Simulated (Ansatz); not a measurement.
# NaMgF3 (Neighborite, Pm-3m): phonons and vibrational spectra, part 2 of 2

Aim: the phonons of NaMgF3 (Neighborite, Pm-3m) at a cell relaxed beforehand at this level. After the zone centre comes a 4×4×4 q mesh on a 8×8×8 k mesh.

Ansatz 0.2.0; DFT PBEsol, scalar-relativistic, plane waves, PAW; PAW set soft_1.

So far. Step 2 (Zone-centre response): Before it was imposed, the acoustic sum rule was missed by 0.0013 eV/Å² and the charge sum rule by 7.9e-6 e. Small misses are needed for a sound result but don't prove that mesh and cutoff are converged. The lowest optical mode is imaginary, 50.4i cm⁻¹, so the energy falls along it.

The database entry behind the starting cell lists a temperature of 1273 K, so it need not match the best structure at ambient conditions.

**3. Phonons on a q mesh**

Stability and thermal properties need the whole zone. Linear response on a 4×4×4 q mesh gives force constants as far as a supercell of that size would, and the tensors from the zone-centre run are typed in so that the long-range dipole term is interpolated apart.

The input, input.yaml:

```yaml
crystal:
  lattice:
    - [3.9078370852, 0.0, 0.0]
    - [0.0, 3.9078370852, 0.0]
    - [0.0, 0.0, 3.9078370852]
  atoms:
    - { symbol: Na, position: [0.0, 0.0, 0.0] }
    - { symbol: Mg, position: [0.5, 0.5, 0.5] }
    - { symbol: F, position: [0.5, 0.5, 0.0] }
    - { symbol: F, position: [0.0, 0.5, 0.5] }
    - { symbol: F, position: [0.5, 0.0, 0.5] }
kpoints:
  mp_grid: { grid: [8, 8, 8] }
hamiltonian:
  xc: pbesol
  pseudopotentials: { kind: paw, azcp: { folder: soft_1 }, xc_functional: pbe }
scf:
  occupations: { method: fixed }
output:
  eigenvalues: true
phonons:
  method: dfpt
  qmesh: [4, 4, 4]
  temperatures: { t_max: 1000, t_step: 50 }
  qpath:
    path:
      - [[0.0, 0.0, 0.0], [0.0, 0.5, 0.0], [0.5, 0.5, 0.0], [0.0, 0.0, 0.0], [0.5, 0.5, 0.5], [0.0, 0.5, 0.0]]
      - [[0.5, 0.5, 0.5], [0.5, 0.5, 0.0]]
    npoints: 10
  non_analytic_term:
    high_frequency_dielectric_tensor: [[1.9595, 0.0, 0.0], [0.0, 1.9595, 0.0], [0.0, 0.0, 1.9595]]
    born_effective_charges:
      - { species: Na, tensor: [[1.142, 0.0, 0.0], [0.0, 1.142, 0.0], [0.0, 0.0, 1.142]] }
      - { species: Mg, tensor: [[1.9154, 0.0, 0.0], [0.0, 1.9154, 0.0], [0.0, 0.0, 1.9154]] }
      - { species: F, tensor: [[-0.8866, 0.0, 0.0], [0.0, -0.8866, 0.0], [0.0, 0.0, -1.2842]] }
      - { species: F, tensor: [[-1.2842, 0.0, 0.0], [0.0, -0.8866, 0.0], [0.0, 0.0, -0.8866]] }
      - { species: F, tensor: [[-0.8866, 0.0, 0.0], [0.0, -1.2842, 0.0], [0.0, 0.0, -0.8866]] }
    source: "zone-centre run at this cell"
```

The run is started by

```
ansatz run input.yaml --threads 4 --pin off --max-ram 10240MiB --backend cpu --events-out ev --progress --plain --runs-dir out
```

Numbers of over 12 decimals in the logs are rounded to 6 here.

Log:

```text
[...]
Crystal: 5 atoms, lattice volume = 59.677 Å³
Basis set: ecut = 420 eV, 1189 PW (Γ), exchange–correlation on 54×54×54 points (8 copies of the dense FFT grid, shifted against one another)
Bands: 25, of which v1, the nominal top of the filled ones, is band 20 counted from 1 (19 counted from 0)
Symmetry: 48 space group operations
k-points: 35 of 512
[...]
SCF iter   1: F=—  HF=-5800.307128 eV  |F-HF|=—  |Δ(HF+E_count)|=         —  Δρ=1.49e-1  dr2=9.08e0  ethr=3.10e-3  ⟨swp⟩=4.9  Hψ=3725  notcnv=0  defer=86
[...]
SCF iter  12: F=-5796.809343 eV  HF=-5796.809343 eV  |F-HF|=0.00e0  |Δ(HF+E_count)|=  2.09e-11  Δρ=5.31e-8  dr2=1.37e-12  ethr=1.00e-12  ⟨swp⟩=11.1  Hψ=4866  notcnv=0
SCF 1 converged in 12 iterations: F = -5796.809343 eV  dr2 = 1.37e-12
[...]
NSCF: frozen V_eff on 35 k-points
[...]
DFPT response loops at q = (0, 0, 0) (fractional): preconditioner auto → none (the input reference at scf.mixing.eps_inf says where Resta's filter doesn't serve); β = 0.50; Broyden in place of MSR1
[...]
SCF converged after 12 iterations
Free energy (F): -5796.809343 eV
[...]
Internal energy: -5796.809343 eV  (E = F + TS)
E sigma→0 (E₀):  -5796.809343 eV
Fermi energy:    1.651201 eV
[...]
--- Band table (eV; the first three rows and the last of 35) ---
  k-point 0: bands = [... 16 lower, 0.9751, 1.1979, 1.1979, 1.1979, 7.6423, 15.1387, 15.1387, 15.2019, ... 1 higher]
  k-point 1: bands = [... 16 lower, 0.9434, 1.0263, 1.1714, 1.1714, 7.9139, 14.5094, 15.3314, 15.3749, ... 1 higher]
  k-point 2: bands = [... 16 lower, 0.8153, 0.8678, 1.1350, 1.1350, 8.6397, 13.3595, 15.8345, 15.8714, ... 1 higher]
  k-point 34: bands = [... 16 lower, 0.4703, 1.6512, 1.6512, 1.6512, 12.0585, 14.5518, 14.5518, 14.5518, ... 1 higher]
--- Phonons (Γ-DFPT): 4 representative perturbations + reference (Σ response iterations 13) ---
  ASR residual: 1.260e-3 → 0.000e0 eV/Å²; symmetrization residual: 1.785e-6 eV/Å²
  ASR residual per site (eV/Å²): 2.43e-4 1.26e-3 6.99e-4 6.99e-4 6.99e-4
[...]
--- Phonons (arbitrary-q DFPT): 10 irreducible q on the 4×4×4 mesh ---
  q = [0.0000, 0.0000, 0.0000] (star 1, of the zone-centre solve; hermiticity 2.52e-7, symmetrization 9.11e-13): -50.41 -50.41 -50.41 -0.00 -0.00 0.00 129.40 129.40 129.40 283.56 283.56 283.56 538.56 538.56 538.56
  q = [0.0000, 0.0000, 0.2500] (star 6, 9 solved perturbations in 1560 linear systems a pass and spin channel, the states on 200 of 512 k-point pairs; hermiticity 2.79e-7, symmetrization 1.85e-13): -42.28 -42.28 61.87 61.87 124.13 136.99 144.43 144.43 192.18 271.40 271.40 371.11 537.67 537.67 587.30
[...]
q = [0.0000, 0.2500, -0.5000] (star 12, 15 solved perturbations on 200 of 512 k-point pairs; hermiticity 3.87e-7, symmetrization 2.56e-14): -66.00 9.96 36.54 77.53 118.55 158.04 168.15 189.67 240.39 254.70 341.00 452.55 460.54 535.94 552.81
[...]
sum rule: each row above includes the acoustic sum rule's correction from the zone centre's row sums; it moved no ω² by more than (3.76 cm⁻¹)²
  mesh force constants: q→R imaginary residual 7.91e-19; ASR residual 1.260e-3 → 0.000e0 eV/Å²; symmetrization residual 5.329e-15 eV/Å²
  interpolated dispersion: 63 rows × 15 modes
  density of states and harmonic sums: on the 16×16×16 q-mesh, interpolated from the force constants of a 4×4×4 supercell (with the dipole–dipole term of supplied tensors)
  largest difference from the sums on the solved wave vectors: F 6.20e-2 eV, S 7.50e-5 and C_V 1.79e-5 eV/K
  zero-point energy: 0.219379 eV/cell   skipped modes (ω ≤ 0): 371, of them read as no rigid motion or as one in doubt: 368 (2.181e0 modes/cell left out, lowest -122.85 cm⁻¹)   left out of the sums: 1.45e-1 of the cell's modes: C_V's classical limit lies that fraction below 3 k_B per atom; for a crystal, a wire or a layer, F and S can be off by more, and a phonons.interpolated_qmesh denser along its periods is the remedy for the sampling
```

It took 5.6 min on 4 threads of Intel Xeon Platinum 8488C (Sapphire Rapids), shared host; peak memory 1.9 GiB.

Numbers from this step:

- sum-rule residual before enforcement: 0.001260 eV/Å²
- lowest frequency on the path: -122.8 cm⁻¹
- highest frequency on the path or at a solved wavevector: 623.7 cm⁻¹
- lowest mode on the q mesh (acoustic modes at Γ apart): -122.8 cm⁻¹

Frequencies (cm⁻¹) solved at each irreducible wavevector; negative means imaginary. Frequencies by wavevector, by row:

```
q in reciprocal lattice units  star  mode 1  mode 2  mode 3  mode 4  mode 13  mode 14  mode 15
                        0 0 0     1   -50.4   -50.4   -50.4       0    538.6    538.6    538.6
                     0 0 0.25     6   -42.3   -42.3    61.9    61.9    537.7    537.7    587.3
                     0 0 -0.5     3     -31     -31    75.5    75.5    498.3    536.8    536.8
                  0 0.25 0.25    12     -48     -30    59.1    92.4    496.9    536.8    590.5
                  0 0.25 -0.5    12     -66      10    36.5    77.5    460.5    535.9    552.8
                  0 -0.5 -0.5     3    -122   -20.8   -20.8      36    448.5    523.5    535.1
               0.25 0.25 0.25     8     -39     -39    35.5    61.5    496.1    496.1    594.8
               0.25 0.25 -0.5    12   -69.4   -58.3      17    42.2    448.6    495.2    571.5
               0.25 -0.5 -0.5     6  -122.4   -60.4   -60.4    36.7    436.3    469.1    558.1
               -0.5 -0.5 -0.5     1  -122.8  -122.8  -122.8    35.9    423.2    423.2    547.2
```

Interpolated from a 4×4×4 q mesh, with the LO-TO term (at Γ the limit along the path; where Γ stands inside the path, tables give the limit on arrival). The phonon branches at the labelled points (cm⁻¹):

| point | branch 1 | branch 2 | branch 3 | branch 4 | branch 12 | branch 13 | branch 14 | branch 15 |
| --- | --- | --- | --- | --- | --- | --- | --- | --- |
| Γ | -50 | -50 | 0 | 0 | 336 | 539 | 539 | 624 |
| halfway | -42 | -42 | 62 | 62 | 371 | 538 | 538 | 587 |
| X | -31 | -31 | 76 | 76 | 473 | 498 | 537 | 537 |
| halfway | -66 | 10 | 36 | 78 | 453 | 460 | 536 | 553 |
| M | -122 | -21 | -21 | 36 | 448 | 448 | 524 | 535 |
| halfway | -48 | -30 | 59 | 92 | 368 | 497 | 537 | 590 |
| Γ | -50 | -50 | 0 | 0 | 336 | 539 | 539 | 624 |
| halfway | -39 | -39 | 36 | 62 | 366 | 496 | 496 | 595 |
| R | -123 | -123 | -123 | 36 | 423 | 423 | 423 | 547 |
| halfway | -69 | -58 | 17 | 42 | 442 | 449 | 495 | 572 |
| X | -31 | -31 | 76 | 76 | 473 | 498 | 537 | 537 |
| jump to R | -123 | -123 | -123 | 36 | 423 | 423 | 423 | 547 |
| halfway | -122 | -60 | -60 | 37 | 436 | 436 | 469 | 558 |
| M | -122 | -21 | -21 | 36 | 448 | 448 | 524 | 535 |

Tetrahedra on a 16×16×16 mesh, mean over bins of 10 cm-1. Interpolated from a 4×4×4 q mesh. The phonon density of states by wavenumber; read off at these points:

wavenumber (cm⁻¹), phonon density of states (1/cm⁻¹/cell) and a bar:
```
     -125     0.0015 #
      -85     0.0103 #######
      -55     0.0150 ##########
      -45     0.0463 ##############################
      -15     0.0154 ##########
       15     0.0086 #####
       55     0.0246 ################
       75     0.0452 #############################
       85     0.0334 ######################
      105     0.0384 #########################
      125     0.0251 ################
      165     0.0259 #################
      195     0.0266 #################
      235     0.0249 ################
      265     0.0387 #########################
      275     0.0389 #########################
      305     0.0125 ########
      335     0.0108 #######
      375     0.0140 #########
      415     0.0116 #######
      445     0.0178 ###########
      485     0.0158 ##########
      515     0.0200 #############
      535     0.0398 ##########################
      555     0.0168 ###########
      585     0.0122 ########
      625     0.0003
```

The partial phonon density of states has structure finer than the step of the table below, so its rows give means over 25 cm⁻¹, whole bins alone (the curve runs from -131 to 650 cm⁻¹). Peaks (cm⁻¹: height): F 75.0: 0.0278, 114.3: 0.0220, 153.6: 0.0208, 187.9: 0.0207, 266.5: 0.0280, 531.8: 0.0233, 566.2: 0.0180; Mg 266.5: 0.00941, 320.6: 0.00762, 350.0: 0.00838, 374.6: 0.00717, 394.3: 0.00683, 453.2: 0.0128, 531.8: 0.0114; Na -38.0: 0.0352, 30.8: 0.0234.

Phonopy on the run's constants, 15x15x15 mesh, Gaussian sigma 5.6 cm-1. Interpolated from a 4×4×4 q mesh. The partial phonon density of states by wavenumber; means over each step; values in 1/cm⁻¹/cell:

```
wavenumber (cm⁻¹)        F       Mg       Na
             -100   0.0107   1.5e-5   2.0e-4
              -75  0.00951   2.0e-5  0.00138
              -50  0.00998   3.6e-5   0.0174
              -25  0.00601   4.7e-5   0.0223
                0  0.00165   4.0e-5  0.00659
               25  0.00427   2.2e-4   0.0168
               50  0.00989   9.9e-4   0.0136
               75   0.0231  0.00283   0.0109
              100   0.0198  0.00170  0.00998
              125   0.0191  0.00133  0.00501
              150   0.0196  0.00157  0.00476
              175   0.0181  0.00257  0.00321
              200   0.0190  0.00279  0.00165
              225   0.0188  0.00332   8.3e-4
              250   0.0241  0.00711   8.8e-4
              275   0.0224  0.00880  0.00111
              300  0.00662  0.00640   6.2e-4
              325  0.00550  0.00556   5.4e-4
              350  0.00744  0.00588   4.7e-4
              375  0.00781  0.00594   3.7e-4
              400  0.00851  0.00579   2.5e-4
              425  0.00676  0.00910   2.4e-4
              450  0.00733   0.0119   2.8e-4
              475  0.00872  0.00775   9.2e-5
              500   0.0110  0.00623   3.6e-5
              525   0.0179  0.00888   2.0e-5
              550   0.0127  0.00456   7.1e-5
              575   0.0134  0.00521   1.6e-4
              600  0.00475  0.00285   1.0e-4
              625   8.2e-4   5.9e-4   1.9e-5
```

Symmetry leaves 10 wavevectors to solve. The lowest mode among them, the acoustic zeros apart, lies at q = (-0.5, -0.5, -0.5) and is imaginary, 122.8i cm⁻¹, so the energy falls along it.

**4. Isotope substitution**

An isotope changes the mass and not the force constants, so no new electronic calculation is needed; the shifts show which modes move this element.

The same force constants with the mass of Mg changed from 24.305 to 25.983 u (phonopy, no LO-TO term). Both lists are sorted by frequency; levels can cross, so a row need not hold one and the same mode. Modes under 3 cm⁻¹ are left out. Isotope shifts, by row, the first 40 of 57 rows:

```
       q  rank  natural mass (cm⁻¹)  changed mass (cm⁻¹)
   0 0 0     1               -50.41                -50.4
   0 0 0     2               -50.41                -50.4
   0 0 0     3               -50.41                -50.4
   0 0 0     7                129.4                129.4
   0 0 0     8                129.4                129.4
   0 0 0     9                129.4                129.4
   0 0 0    10                283.6                279.4
   0 0 0    11                283.6                279.4
   0 0 0    12                283.6                279.4
   0 0 0    13                538.6                  533
   0 0 0    14                538.6                  533
   0 0 0    15                538.6                  533
0 0 0.25     1               -42.28               -42.27
0 0 0.25     2               -42.28               -42.27
0 0 0.25     3                61.87                61.42
0 0 0.25     4                61.87                61.42
0 0 0.25     5                124.1                123.9
0 0 0.25     6                  137                  137
0 0 0.25     7                144.4                144.4
0 0 0.25     8                144.4                144.4
0 0 0.25     9                192.2                190.9
0 0 0.25    10                271.4                267.3
0 0 0.25    11                271.4                267.3
0 0 0.25    12                371.1                  367
0 0 0.25    13                537.7                  532
0 0 0.25    14                537.7                  532
0 0 0.25    15                587.3                579.6
0 0 -0.5     1               -30.99               -30.99
0 0 -0.5     2               -30.99               -30.99
0 0 -0.5     3                75.51                75.08
0 0 -0.5     4                75.51                75.08
0 0 -0.5     5                  144                  144
0 0 -0.5     6                160.6                160.6
0 0 -0.5     7                172.7                172.7
0 0 -0.5     8                172.7                172.7
0 0 -0.5     9                  214                  213
0 0 -0.5    10                252.9                248.6
0 0 -0.5    11                252.9                248.6
0 0 -0.5    12                472.6                459.2
0 0 -0.5    13                498.3                498.3
```

A mode of this element alone would shift by -3.28 %. The highest zone-centre frequency without the field goes from 538.6 to 533.0 cm⁻¹ (-1.0 %).

**5. Results**

| Item | Value |
| --- | --- |
| space group (within 0.01 Å) | Pm-3m |
| volume per atom | 11.9 Å³ |
| gap on the k-mesh | 5.99 eV |
| highest optical mode at the zone centre (no LO-TO term) | 539 cm⁻¹ |
| top of the zone-centre spectrum with the field | 624 cm⁻¹ |
| lowest optical zone-centre mode | -50.4 cm⁻¹ |
| mean high-frequency dielectric constant | 1.96 |
| largest Born charge (third of the trace) | 1.92 e |
| lowest mode on the q mesh (acoustic modes at Γ apart) | -123 cm⁻¹ |
| highest frequency on the path or at a solved wavevector | 624 cm⁻¹ |
| imaginary modes on the 4×4×4 q mesh | yes |

In words: Modes are clearly imaginary (beyond 10i cm⁻¹) at 10 of the 10 irreducible wavevectors, most at q = (-0.5, -0.5, -0.5) (122.8i cm⁻¹), so this structure is not a minimum of the energy. Without the field, the optical modes at Γ span -50 to 539 cm⁻¹ (negative means imaginary). The highest mode in this list at Γ, 538.6 cm⁻¹, has its largest share on F (68 % of the kinetic energy). With the macroscopic field of the longitudinal modes the top of the zone-centre spectrum lies at 624 cm⁻¹, against 539 cm⁻¹ without it. Among the real modes, the strongest infrared line is at 539 cm⁻¹. The PAW files were made for PBE and serve the other functionals too. These are harmonic frequencies at zero temperature: anharmonic shifts, linewidths and thermal expansion are left out.

[Logs are printed without paths, hosts, clocks, repeated set-up lines and the standing remarks that a program may print on its own settings, such as how far it seeks lower states.]

[Hosts, paths, dates, database ids (printed as entryN), source tags and the programs' standing remarks are cut or masked in the printed files.]
